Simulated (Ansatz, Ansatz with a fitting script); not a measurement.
An input for Ansatz 0.2.0 (BP (F-43m)):

```yaml
crystal:
  lattice:
    - [0.0, 2.3062033336, 2.3062033336]
    - [2.3062033336, 0.0, 2.3062033336]
    - [2.3062033336, 2.3062033336, 0.0]
  atoms:
    - { symbol: B, position: [0.0, 0.0, 0.0] }
    - { symbol: P, position: [0.75, 0.75, 0.75] }
kpoints:
  mp_grid: { grid: [6, 6, 6] }
hamiltonian:
  xc: lda
  pseudopotentials: { kind: nc, xc_functional: pbe }
scf:
  occupations: { method: fixed }
  lower_state_search: "off"
  convergence: { dr2_threshold: 1.0e-09 }
output:
  rpa_energy:
    ecut_chi_ladder: [96, 112, 128, 144, 160]
    long_wavelength: optical_limit
    n_empty_bands: 112
basis:
  ecutwfc: 1116.0
  xc_grid: 3
```

```sh
ansatz run input.yaml --threads 8 --pin off --max-ram 18432MiB --backend cpu --events-out ev --progress --plain --runs-dir out
```

Q: How long will it take on 8 threads of Arm Neoverse V1, shared host, and how much memory?

It took 18 s; on shared hardware allow 8.8 s to 35 s. Peak host memory was 0.80 GiB.

[Paths, hosts, dates, memory and timing lines, banners, echoed tables and standing remarks are left out of the program output.]

[Logs are printed without paths, hosts, clocks, repeated set-up lines and the standing remarks that a program may print on its own settings, such as how far it seeks lower states.]

[Runs of the session that timed out or met a known fault of the program may be left out.]

[Hosts, paths, dates, database ids (printed as entryN), source tags and the programs' standing remarks are cut or masked in the printed files.]
